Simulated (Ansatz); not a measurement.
# Ir wire along [110], 14 atoms a period: bands along the axis

What gap, if any, does the Ir wire along [110], 14 atoms a period have, and how many channels would it open?

Main program and level: Ansatz 0.2.0; DFT PBE, plane waves, PAW; relaxation of a wire's period; PAW set soft_1, in the first sound run; inputs show where later runs differ.

## Step 1: Starting point

The cell holds 14 atoms: 14 Ir. Cell: a = 14.540 Å, b = 15.010 Å, c = 2.737 Å, α = 90.0°, β = 90.0°, γ = 90.0°. Vacuum lies along a and b. The structure's axis is c.

## Step 2: Relaxation of atoms and period

Band widths follow the bond lengths, so the wire is relaxed first. The atoms and the third cell vector are free; the box across stays fixed as vacuum. A Fermi-Dirac smearing is set since the result may be a metal. The pressure printed is a third of the stress's trace over the whole box, vacuum included; only the stress along the axis is relaxed.

Input file input.yaml:

```yaml
crystal:
  lattice:
    - [14.54, 0.0, 0.0]
    - [0.0, 15.01, 0.0]
    - [0.0, 0.0, 2.7365032432]
  atoms:
    - { symbol: Ir, position: [0.366918845, 0.31767166, 0.0] }
    - { symbol: Ir, position: [0.366918845, 0.499983669, 0.0] }
    - { symbol: Ir, position: [0.633081155, 0.31767166, 0.0] }
    - { symbol: Ir, position: [0.633081155, 0.499983669, 0.0] }
    - { symbol: Ir, position: [0.233837689, 0.408827664, 0.5] }
    - { symbol: Ir, position: [0.233837689, 0.591139673, 0.5] }
    - { symbol: Ir, position: [0.5, 0.226515656, 0.5] }
    - { symbol: Ir, position: [0.5, 0.408827664, 0.5] }
    - { symbol: Ir, position: [0.5, 0.591139673, 0.5] }
    - { symbol: Ir, position: [0.5, 0.773451681, 0.5] }
    - { symbol: Ir, position: [0.766162311, 0.408827664, 0.5] }
    - { symbol: Ir, position: [0.766162311, 0.591139673, 0.5] }
    - { symbol: Ir, position: [0.366918845, 0.682295677, 0.0] }
    - { symbol: Ir, position: [0.633081155, 0.682295677, 0.0] }
kpoints:
  mp_grid: { grid: [1, 1, 30] }
scf:
  occupations: { method: fermi_dirac, width: 0.05 }
hamiltonian:
  xc: pbe
  pseudopotentials: { kind: paw, azcp: { folder: soft_1 } }
relax:
  cell: { fix: [a, b, alpha, beta, gamma] }
  max_steps: 45
  f_tol: 0.03
```

On the command line:

```
$ ansatz run input.yaml --threads 4 --pin off --max-ram 16384MiB --backend cpu --events-out ev --progress --plain --runs-dir out
```

Numbers of over 12 decimals in the logs are rounded to 6 here.

Log:

```text
Engine: ansatz 0.2.0, aarch64-unknown-linux-gnu
Pseudopotentials: kind: paw
Pseudopotential: Ir, paw, valence charge 17, recommended cutoff 420 eV (normal), soft_1/Ir.paw.azcp
Functional definition: PBE
  parameter kappa = 0.804
  parameter beta = 0.066725
  exchange = pbe_x(kappa = kappa, mu = beta*pi^2/3)
  correlation = pbe_c(beta = beta)
Crystal: 14 atoms, lattice volume = 597.229 Å³
Basis set: ecut = 420 eV, 11747 PW (Γ), exchange–correlation on 200×216×40 points (8 copies of the dense FFT grid, shifted against one another)
Bands: 143, of which v1, the nominal top of the filled ones, is band 119 counted from 1 (118 counted from 0)
Symmetry: 8 space group operations
Space group: Pmmm (ITA 47), of the structure as read, at distance tolerance 8.4e-5 Å
k-points: 16 of 30
Non-local potential: Ir, projectors of the file, l = 0: 3, l = 1: 2, l = 2: 2, l = 3: 1
PAW form: soft (Blöchl's): semilocal exchange-correlation on the pseudo side does not see the compensation charge
PAW one-centre angular grid: Ir, 590 points (default); XC on 64 Gauss nodes
Initial density: superposition of atomic densities (neutral atoms: chi_scale 0, normalization atom)
Initial wavefunctions: pseudopotential atomic-orbital guess
Functional: x = pbe(κ = 0.804, μ = 0.219515), c = pbe(β = 0.066725)
SCF iter   1: F=—  HF=-167102.837471 eV  |F-HF|=—  |Δ(HF+E_count)|=         —  Δρ=3.03e-2  dr2=1.04e1  ethr=3.10e-3  ⟨swp⟩=7.9  Hψ=9644  notcnv=0  defer=19
preconditioner: auto → LDOS  [metal: Δε(μ)=0.010 eV  Ē_g=5.424 eV  σ=0.050 eV  W_gap=0.05  n_scr=106 (ndim 8)  ℏωp=17.1 eV  f_vac=0.538  D(μ)=23.43/eV (n_scr^D=190)  β→1.0]
SCF iter   2: F=—  HF=-167103.242668 eV  |F-HF|=—  |Δ(HF+E_count)|=   4.05e-1  Δρ=3.11e-2  dr2=1.29e1  ethr=3.10e-3  ⟨swp⟩=3.1  Hψ=5837  notcnv=0  defer=90
SCF iter   3: F=—  HF=-167100.421140 eV  |F-HF|=—  |Δ(HF+E_count)|=    2.82e0  Δρ=4.02e-3  dr2=1.58e-1  ethr=3.10e-3  ⟨swp⟩=2.8  Hψ=4021  notcnv=0  defer=79
SCF iter   4: F=—  HF=-167100.415657 eV  |F-HF|=—  |Δ(HF+E_count)|=   5.48e-3  Δρ=2.31e-3  dr2=7.15e-2  ethr=6.65e-5  ⟨swp⟩=3.1  Hψ=5440  notcnv=0  defer=78
SCF iter   5: F=—  HF=-167100.403714 eV  |F-HF|=—  |Δ(HF+E_count)|=   1.19e-2  Δρ=8.81e-4  dr2=6.21e-3  ethr=3.00e-5  ⟨swp⟩=2.1  Hψ=4255  notcnv=0  defer=78
SCF iter   6: F=—  HF=-167100.404521 eV  |F-HF|=—  |Δ(HF+E_count)|=   8.07e-4  Δρ=3.22e-4  dr2=1.52e-3  ethr=2.61e-6  ⟨swp⟩=3.0  Hψ=4332  notcnv=0  defer=78
SCF iter   7: F=—  HF=-167100.404476 eV  |F-HF|=—  |Δ(HF+E_count)|=   4.51e-5  Δρ=9.19e-5  dr2=2.29e-4  ethr=6.38e-7  ⟨swp⟩=2.0  Hψ=3224  notcnv=0  defer=78
SCF iter   8: F=—  HF=-167100.404470 eV  |F-HF|=—  |Δ(HF+E_count)|=   5.42e-6  Δρ=3.60e-5  dr2=1.92e-5  ethr=9.62e-8  ⟨swp⟩=2.0  Hψ=3241  notcnv=0  defer=78
SCF iter   9: F=—  HF=-167100.404009 eV  |F-HF|=—  |Δ(HF+E_count)|=   4.61e-4  Δρ=1.60e-5  dr2=2.30e-6  ethr=8.05e-9  ⟨swp⟩=3.0  Hψ=3713  notcnv=0  defer=78
SCF iter  10: F=—  HF=-167100.404010 eV  |F-HF|=—  |Δ(HF+E_count)|=   9.61e-7  Δρ=5.73e-6  dr2=5.06e-7  ethr=9.67e-10  ⟨swp⟩=2.8  Hψ=3589  notcnv=0  defer=78
SCF iter  11: F=-167100.404010 eV  HF=-167100.404010 eV  |F-HF|=4.92e-8  |Δ(HF+E_count)|=   1.77e-7  Δρ=2.03e-6  dr2=8.28e-8  ethr=4.20e-11  ⟨swp⟩=3.9  Hψ=9145  notcnv=0
SCF 1 converged in 11 iterations: F = -167100.404010 eV  dr2 = 8.28e-8
  greatest PAW one-centre occupation: 1.000 electrons in one spin orbital (limit 2), on the Ir atom at site 3 (counted from 0), in its partial waves of l = 0
relax step   1: F+E_penalty+E_count = -167100.40401022 eV  Δ(F+E_penalty+E_count) = +0.000e0 eV  max|allowed force component| = 1.753e0 eV/Å  Δτ_max = 0.0000 Å  P = -6.413 GPa  Ω = 597.229 Å³  fix = [a, b, alpha, beta, gamma]  reactions: a -5.933, b -5.365 GPa  (11 SCF iters, dr2 threshold 1.00e-7 eV, accepted)
Crystal: 14 atoms, lattice volume = 573.234 Å³
Basis set: ecut = 420 eV, 11275 PW (Γ), exchange–correlation on 200×216×40 points (8 copies of the dense FFT grid, shifted against one another)
Initial density: handed on by an earlier stage of this run
Initial wavefunctions: those handed on with the density
iter 1 solved again at ethr=1.04e-3 eV; its pass at ethr=3.10e-3 eV (dr2=2.47e0 eV) is discarded
SCF iter   1: F=—  HF=-167101.278518 eV  |F-HF|=—  |Δ(HF+E_count)|=         —  Δρ=1.27e-2  dr2=2.48e0  ethr=1.04e-3  ⟨swp⟩=2.6  Hψ=11267  notcnv=0
preconditioner: auto → LDOS  [metal: Δε(μ)=0.005 eV  Ē_g=5.950 eV  σ=0.050 eV  W_gap=0.03  n_scr=96 (ndim 8)  ℏωp=17.4 eV  f_vac=0.564  D(μ)=22.91/eV (n_scr^D=174)  β→1.0]
SCF iter   2: F=—  HF=-167101.220399 eV  |F-HF|=—  |Δ(HF+E_count)|=   5.81e-2  Δρ=5.46e-3  dr2=3.23e-1  ethr=1.04e-3  ⟨swp⟩=2.1  Hψ=3679  notcnv=0
SCF iter   3: F=—  HF=-167101.173907 eV  |F-HF|=—  |Δ(HF+E_count)|=   4.65e-2  Δρ=3.03e-3  dr2=1.55e-1  ethr=1.36e-4  ⟨swp⟩=3.0  Hψ=4972  notcnv=0  defer=93
SCF iter   4: F=—  HF=-167101.141672 eV  |F-HF|=—  |Δ(HF+E_count)|=   3.22e-2  Δρ=1.02e-3  dr2=1.36e-2  ethr=6.52e-5  ⟨swp⟩=2.4  Hψ=3651  notcnv=0  defer=95
SCF iter   5: F=—  HF=-167101.139995 eV  |F-HF|=—  |Δ(HF+E_count)|=   1.68e-3  Δρ=3.13e-4  dr2=1.17e-3  ethr=5.70e-6  ⟨swp⟩=2.2  Hψ=3696  notcnv=0  defer=95
SCF iter   6: F=—  HF=-167101.139482 eV  |F-HF|=—  |Δ(HF+E_count)|=   5.14e-4  Δρ=1.07e-4  dr2=1.25e-4  ethr=4.92e-7  ⟨swp⟩=2.4  Hψ=3821  notcnv=0  defer=95
SCF iter   7: F=—  HF=-167101.139494 eV  |F-HF|=—  |Δ(HF+E_count)|=   1.23e-5  Δρ=4.29e-5  dr2=2.78e-5  ethr=5.24e-8  ⟨swp⟩=2.8  Hψ=3828  notcnv=0  defer=95
SCF iter   8: F=—  HF=-167101.139495 eV  |F-HF|=—  |Δ(HF+E_count)|=   1.37e-6  Δρ=1.11e-5  dr2=1.55e-6  ethr=1.17e-8  ⟨swp⟩=2.2  Hψ=3128  notcnv=0  defer=95
SCF iter   9: F=-167101.139495 eV  HF=-167101.139496 eV  |F-HF|=1.81e-7  |Δ(HF+E_count)|=   4.20e-7  Δρ=5.03e-6  dr2=4.30e-7  ethr=5.88e-10  ⟨swp⟩=5.0  Hψ=8137  notcnv=0
SCF 2 converged in 9 iterations: F = -167101.139495 eV  dr2 = 4.30e-7
relax step   2: F+E_penalty+E_count = -167101.13949549 eV  Δ(F+E_penalty+E_count) = -7.355e-1 eV  max|allowed force component| = 1.040e0 eV/Å  Δτ_max = 0.1950 Å  P = +3.986 GPa  Ω = 573.234 Å³  energy of the carried Pulay correction = +3.978e-3 eV  fix = [a, b, alpha, beta, gamma]  reactions: a +3.307, b +3.516 GPa  (9 SCF iters, dr2 threshold 1.40e-6 eV, accepted)
Crystal: 14 atoms, lattice volume = 580.635 Å³
Basis set: ecut = 420 eV, 11435 PW (Γ), exchange–correlation on 200×216×40 points (8 copies of the dense FFT grid, shifted against one another)
iter 1 solved again at ethr=1.58e-4 eV; its pass at ethr=3.10e-3 eV (dr2=3.76e-1 eV) is discarded
SCF iter   1: F=—  HF=-167101.462072 eV  |F-HF|=—  |Δ(HF+E_count)|=         —  Δρ=4.69e-3  dr2=3.56e-1  ethr=1.58e-4  ⟨swp⟩=2.4  Hψ=11010  notcnv=0
preconditioner: auto → LDOS  [metal: Δε(μ)=0.015 eV  Ē_g=5.667 eV  σ=0.050 eV  W_gap=0.08  n_scr=96 (ndim 8)  ℏωp=17.3 eV  f_vac=0.555  D(μ)=22.58/eV (n_scr^D=170)  β→1.0]
SCF iter   2: F=—  HF=-167101.454280 eV  |F-HF|=—  |Δ(HF+E_count)|=   7.79e-3  Δρ=2.08e-3  dr2=5.28e-2  ethr=1.50e-4  ⟨swp⟩=2.0  Hψ=3673  notcnv=0
SCF iter   3: F=—  HF=-167101.446859 eV  |F-HF|=—  |Δ(HF+E_count)|=   7.42e-3  Δρ=1.04e-3  dr2=1.75e-2  ethr=2.22e-5  ⟨swp⟩=2.0  Hψ=4268  notcnv=0
SCF iter   4: F=—  HF=-167101.443122 eV  |F-HF|=—  |Δ(HF+E_count)|=   3.74e-3  Δρ=3.47e-4  dr2=1.14e-3  ethr=7.36e-6  ⟨swp⟩=2.4  Hψ=3514  notcnv=0
SCF iter   5: F=—  HF=-167101.442499 eV  |F-HF|=—  |Δ(HF+E_count)|=   6.23e-4  Δρ=1.30e-4  dr2=2.52e-4  ethr=4.78e-7  ⟨swp⟩=2.0  Hψ=3370  notcnv=0
SCF iter   6: F=—  HF=-167101.442518 eV  |F-HF|=—  |Δ(HF+E_count)|=   1.88e-5  Δρ=3.81e-5  dr2=1.27e-5  ethr=1.06e-7  ⟨swp⟩=2.0  Hψ=3831  notcnv=0
SCF iter   7: F=—  HF=-167101.442519 eV  |F-HF|=—  |Δ(HF+E_count)|=   7.72e-7  Δρ=1.30e-5  dr2=2.58e-6  ethr=5.35e-9  ⟨swp⟩=2.2  Hψ=3453  notcnv=0
SCF iter   8: F=-167101.442519 eV  HF=-167101.442519 eV  |F-HF|=1.19e-7  |Δ(HF+E_count)|=   3.73e-7  Δρ=5.71e-6  dr2=2.49e-7  ethr=5.88e-10  ⟨swp⟩=5.0  Hψ=8081  notcnv=0
SCF 3 converged in 8 iterations: F = -167101.442519 eV  dr2 = 2.49e-7
relax step   3: F+E_penalty+E_count = -167101.44251876 eV  Δ(F+E_penalty+E_count) = -3.030e-1 eV  max|allowed force component| = 9.787e-2 eV/Å  Δτ_max = 0.0565 Å  P = +0.131 GPa  Ω = 580.635 Å³  energy of the carried Pulay correction = +2.722e-3 eV  fix = [a, b, alpha, beta, gamma]  reactions: a -0.129, b +0.169 GPa  (8 SCF iters, dr2 threshold 1.40e-6 eV, accepted)
Crystal: 14 atoms, lattice volume = 582.078 Å³
Basis set: ecut = 420 eV, 11463 PW (Γ), exchange–correlation on 200×216×40 points (8 copies of the dense FFT grid, shifted against one another)
iter 1 solved again at ethr=1.02e-5 eV; its pass at ethr=3.10e-3 eV (dr2=2.43e-2 eV) is discarded
SCF iter   1: F=—  HF=-167101.447680 eV  |F-HF|=—  |Δ(HF+E_count)|=         —  Δρ=1.58e-3  dr2=2.29e-2  ethr=1.02e-5  ⟨swp⟩=3.5  Hψ=9671  notcnv=0
preconditioner: auto → LDOS  [metal: Δε(μ)=0.011 eV  Ē_g=5.658 eV  σ=0.050 eV  W_gap=0.06  n_scr=96 (ndim 8)  ℏωp=17.3 eV  f_vac=0.556  D(μ)=22.34/eV (n_scr^D=162)  β→1.0]
SCF iter   2: F=—  HF=-167101.446678 eV  |F-HF|=—  |Δ(HF+E_count)|=   1.00e-3  Δρ=7.00e-4  dr2=4.31e-3  ethr=9.61e-6  ⟨swp⟩=2.0  Hψ=3466  notcnv=0
SCF iter   3: F=—  HF=-167101.446166 eV  |F-HF|=—  |Δ(HF+E_count)|=   5.12e-4  Δρ=2.73e-4  dr2=1.18e-3  ethr=1.81e-6  ⟨swp⟩=2.2  Hψ=3716  notcnv=0
SCF iter   4: F=—  HF=-167101.446033 eV  |F-HF|=—  |Δ(HF+E_count)|=   1.32e-4  Δρ=9.93e-5  dr2=1.52e-4  ethr=4.94e-7  ⟨swp⟩=2.0  Hψ=3238  notcnv=0
SCF iter   5: F=—  HF=-167101.445523 eV  |F-HF|=—  |Δ(HF+E_count)|=   5.11e-4  Δρ=2.57e-5  dr2=7.41e-6  ethr=6.37e-8  ⟨swp⟩=2.2  Hψ=3292  notcnv=0
SCF iter   6: F=-167101.445525 eV  HF=-167101.445525 eV  |F-HF|=1.17e-7  |Δ(HF+E_count)|=   2.54e-6  Δρ=8.64e-6  dr2=4.59e-7  ethr=2.52e-10  ⟨swp⟩=4.2  Hψ=10752  notcnv=0
SCF 4 converged in 6 iterations: F = -167101.445525 eV  dr2 = 4.59e-7
relax step   4: F+E_penalty+E_count = -167101.44552550 eV  Δ(F+E_penalty+E_count) = -3.007e-3 eV  max|allowed force component| = 9.592e-2 eV/Å  Δτ_max = 0.0179 Å  P = -0.108 GPa  Ω = 582.078 Å³  energy of the carried Pulay correction = +2.480e-3 eV  fix = [a, b, alpha, beta, gamma]  reactions: a -0.058, b -0.123 GPa  (6 SCF iters, dr2 threshold 5.99e-7 eV, accepted)
Crystal: 14 atoms, lattice volume = 581.705 Å³
Basis set: ecut = 420 eV, 11439 PW (Γ), exchange–correlation on 200×216×40 points (8 copies of the dense FFT grid, shifted against one another)
iter 1 solved again at ethr=1.21e-6 eV; its pass at ethr=3.10e-3 eV (dr2=2.89e-3 eV) is discarded
SCF iter   1: F=—  HF=-167101.447994 eV  |F-HF|=—  |Δ(HF+E_count)|=         —  Δρ=6.16e-4  dr2=2.80e-3  ethr=1.21e-6  ⟨swp⟩=2.5  Hψ=8143  notcnv=0
preconditioner: auto → LDOS  [metal: Δε(μ)=0.014 eV  Ē_g=5.662 eV  σ=0.050 eV  W_gap=0.07  n_scr=96 (ndim 8)  ℏωp=17.3 eV  f_vac=0.556  D(μ)=22.54/eV (n_scr^D=170)  β→1.0]
SCF iter   2: F=—  HF=-167101.447789 eV  |F-HF|=—  |Δ(HF+E_count)|=   2.05e-4  Δρ=1.97e-4  dr2=2.12e-4  ethr=1.18e-6  ⟨swp⟩=2.6  Hψ=3479  notcnv=0
SCF iter   3: F=—  HF=-167101.447272 eV  |F-HF|=—  |Δ(HF+E_count)|=   5.17e-4  Δρ=9.81e-5  dr2=1.07e-4  ethr=8.89e-8  ⟨swp⟩=2.9  Hψ=5046  notcnv=0
SCF iter   4: F=—  HF=-167101.447263 eV  |F-HF|=—  |Δ(HF+E_count)|=   9.00e-6  Δρ=4.17e-5  dr2=1.43e-5  ethr=4.50e-8  ⟨swp⟩=2.4  Hψ=3227  notcnv=0
SCF iter   5: F=—  HF=-167101.447261 eV  |F-HF|=—  |Δ(HF+E_count)|=   1.29e-6  Δρ=1.01e-5  dr2=1.29e-6  ethr=6.02e-9  ⟨swp⟩=2.3  Hψ=3307  notcnv=0
SCF iter   6: F=-167101.447261 eV  HF=-167101.447261 eV  |F-HF|=3.17e-8  |Δ(HF+E_count)|=   1.28e-8  Δρ=2.97e-6  dr2=9.35e-8  ethr=2.42e-10  ⟨swp⟩=5.0  Hψ=8232  notcnv=0
SCF 5 converged in 6 iterations: F = -167101.447261 eV  dr2 = 9.35e-8
relax step   5: F+E_penalty+E_count = -167101.44726132 eV  Δ(F+E_penalty+E_count) = -1.736e-3 eV  max|allowed force component| = 1.399e-2 eV/Å  Δτ_max = 0.0069 Å  P = -0.045 GPa  Ω = 581.705 Å³  energy of the carried Pulay correction = +2.543e-3 eV  fix = [a, b, alpha, beta, gamma]  reactions: a -0.089, b -0.043 GPa  (6 SCF iters, dr2 threshold 5.75e-7 eV, accepted)
Basis set: ecut = 420 eV, 11439 PW (Γ), exchange–correlation on 200×216×36 points (8 copies of the dense FFT grid, shifted against one another)
Initial wavefunctions: pseudopotential atomic-orbital guess (no wavefunctions were taken with the density)
iter 1 solved again at ethr=2.28e-7 eV; its pass at ethr=3.10e-3 eV (dr2=5.42e-4 eV) is discarded
SCF iter   1: F=—  HF=-167101.444208 eV  |F-HF|=—  |Δ(HF+E_count)|=         —  Δρ=5.48e-5  dr2=3.05e-6  ethr=2.28e-7  ⟨swp⟩=5.1  Hψ=18277  notcnv=0
SCF iter   2: F=—  HF=-167101.444160 eV  |F-HF|=—  |Δ(HF+E_count)|=   4.81e-5  Δρ=1.21e-5  dr2=4.42e-7  ethr=1.28e-9  ⟨swp⟩=3.0  Hψ=4878  notcnv=0
SCF iter   3: F=—  HF=-167101.444160 eV  |F-HF|=—  |Δ(HF+E_count)|=   1.18e-7  Δρ=4.14e-6  dr2=9.75e-8  ethr=1.86e-10  ⟨swp⟩=2.6  Hψ=4734  notcnv=0
SCF iter   4: F=—  HF=-167101.444160 eV  |F-HF|=—  |Δ(HF+E_count)|=   2.49e-8  Δρ=9.55e-7  dr2=1.03e-8  ethr=4.10e-11  ⟨swp⟩=2.6  Hψ=4351  notcnv=0
SCF iter   5: F=—  HF=-167101.444160 eV  |F-HF|=—  |Δ(HF+E_count)|=   1.60e-9  Δρ=2.80e-7  dr2=6.08e-10  ethr=4.32e-12  ⟨swp⟩=2.6  Hψ=3676  notcnv=0
SCF iter   6: F=—  HF=-167101.444160 eV  |F-HF|=—  |Δ(HF+E_count)|=  1.16e-10  Δρ=1.35e-7  dr2=2.36e-10  ethr=1.00e-12  ⟨swp⟩=6.0  Hψ=9636  notcnv=0
SCF iter   7: F=-167101.444160 eV  HF=-167101.444160 eV  |F-HF|=0.00e0  |Δ(HF+E_count)|=  2.91e-11  Δρ=3.56e-8  dr2=1.18e-11  ethr=1.00e-12  ⟨swp⟩=5.0  Hψ=7953  notcnv=0
SCF 6 converged in 7 iterations: F = -167101.444160 eV  dr2 = 1.18e-11
relax step   6: F+E_penalty+E_count = -167101.44415983 eV  Δ(F+E_penalty+E_count) = +3.101e-3 eV  max|allowed force component| = 1.381e-2 eV/Å  Δτ_max = 0.0000 Å  P = -0.039 GPa  Ω = 581.705 Å³  fix = [a, b, alpha, beta, gamma]  reactions: a -0.083, b -0.039 GPa  stress off target by 4.73e-3 GPa on what of the cell is left free  SCF on the basis re-selected at this cell (its energy is not comparable with the rows above)  (7 SCF iters)
basis re-selected at this cell: Δ(F+E_penalty+E_count) = +3.101e-3 eV, ΔP = +0.006 GPa vs the last step (what re-selecting the basis moved, of the pressure what is left beyond the Pulay correction that the steps carried, after the strain that the cell walked since its last selection, with what the two solves' SCF thresholds leave and, on support functions, any second-order correction that the steps lacked; it is no measure of the basis error at this ecutwfc). The dense FFT grid was sized anew with the basis: this SCF ran on 100×108×18 points, the steps before it on 100×108×20, so part of this shift can come from that change (see relax.cell in the input reference). [rest of the remark cut]
SCF converged after 7 iterations
Free energy (F): -167101.444160 eV
Harris-Foulkes:  -167101.444160 eV  (|F-HF|=0.00e0)
Internal energy: -167101.260275 eV  (E = F + TS)
E sigma→0 (E₀):  -167101.352217 eV
Entropy (-TS):   -0.183885 eV (-13.135 meV/atom)
Fermi energy:    5.289246 eV
--- Per-component energies (eV) ---
  E_band       = -5918.080552
  E_kinetic    = 7548.965788
  E_local      = -165675.932914  (includes V_loc(G=0)·N_el)
  E_nonlocal   = 2667.490375
  E_hartree    = 78522.696255
  E_xc         = -3207.562024
  E_vxc        = -3571.337795  (∫ρ·V_xc dr)
  E_paw        = -129715.296263  (= ΣΔE_a)
  E_vpaw       = -3932.662987  (= ΣTr[D̂ρ^β])
  E_aug_tail   = 0.004863  (compensation charges beyond the density's cutoff)
  E_ewald      = 42758.373644
  E_smearing   = -0.183885  (= −TS)
  E_closure    = -0.000000  (closes the sum)
  Σ components = -167101.444160   (vs F -167101.444160, Δ=0.00e0)
--- Forces (eV/Å), atoms counted from 1 ---
  atom   1  Ir     0.01380687     0.01194602     0.00000000
  atom   2  Ir     0.00503099     0.00000000     0.00000000
  atom   3  Ir    -0.01380687     0.01194602    -0.00000000
  atom   4  Ir    -0.00503099    -0.00000000    -0.00000000
  atom   5  Ir     0.00154369    -0.00537389     0.00000000
  atom   6  Ir     0.00154369     0.00537389     0.00000000
  atom   7  Ir    -0.00000000    -0.01312315    -0.00000000
  atom   8  Ir     0.00000000    -0.01158048     0.00000000
  atom   9  Ir    -0.00000000     0.01158048    -0.00000000
  atom  10  Ir     0.00000000     0.01312315     0.00000000
  atom  11  Ir    -0.00154369    -0.00537389    -0.00000000
  atom  12  Ir    -0.00154369     0.00537389    -0.00000000
  atom  13  Ir     0.01380687    -0.01194602     0.00000000
  atom  14  Ir    -0.01380687    -0.01194602    -0.00000000
  max |Σ_I F_I| component: 3.47e-18 eV/Å
--- Stress (GPa, compression-positive) ---
       -0.083385       0.000000      -0.000000
        0.000000      -0.038627       0.000000
       -0.000000       0.000000       0.004734
  P = ⅓ Tr σ = -0.0391 GPa (-0.391 kbar)
--- Relaxed structure (5 steps of the walk, 5 accepted, 1 SCFs on fresh bases) ---
  F+E_penalty+E_count = -167101.44415983 eV   max|allowed force component| = 1.381e-2 eV/Å   (the final SCF, on the basis selected at the relaxed cell)
  cell:  # Å, volume = 581.7051 Å³
    - [14.54, 0, 0]
    - [0, 15.01, 0]
    - [0, 0, 2.665371]
  atoms:
    - { symbol: Ir, position: [0.368373, 0.319076, -4.2904933528188693e-19] }
    - { symbol: Ir, position: [0.366868, 0.499984, 0] }
    - { symbol: Ir, position: [0.631627, 0.319076, 4.2904933528188717e-19] }
    - { symbol: Ir, position: [0.633132, 0.499984, 0] }
    - { symbol: Ir, position: [0.241748, 0.407790, 0.5] }
    - { symbol: Ir, position: [0.241748, 0.592177, 0.5] }
    - { symbol: Ir, position: [0.5, 0.235003, 0.5] }
    - { symbol: Ir, position: [0.5, 0.411485, 0.5] }
    - { symbol: Ir, position: [0.5, 0.588483, 0.5] }
    - { symbol: Ir, position: [0.5, 0.764964, 0.5] }
    - { symbol: Ir, position: [0.758252, 0.407790, 0.5] }
    - { symbol: Ir, position: [0.758252, 0.592177, 0.5] }
    - { symbol: Ir, position: [0.368373, 0.680892, -4.2904933528188717e-19] }
    - { symbol: Ir, position: [0.631627, 0.680892, 4.2904933528188693e-19] }
```

The job ended after 3.3 min (4 threads of Arm Neoverse V1, shared host; peak memory 2.3 GiB; 13 min of CPU time).

(Part 1 of 2 ends here.)

[Logs are printed without paths, hosts, clocks, repeated set-up lines and the standing remarks that a program may print on its own settings, such as how far it seeks lower states.]

[Hosts, paths, dates, database ids (printed as entryN), source tags and the programs' standing remarks are cut or masked in the printed files.]
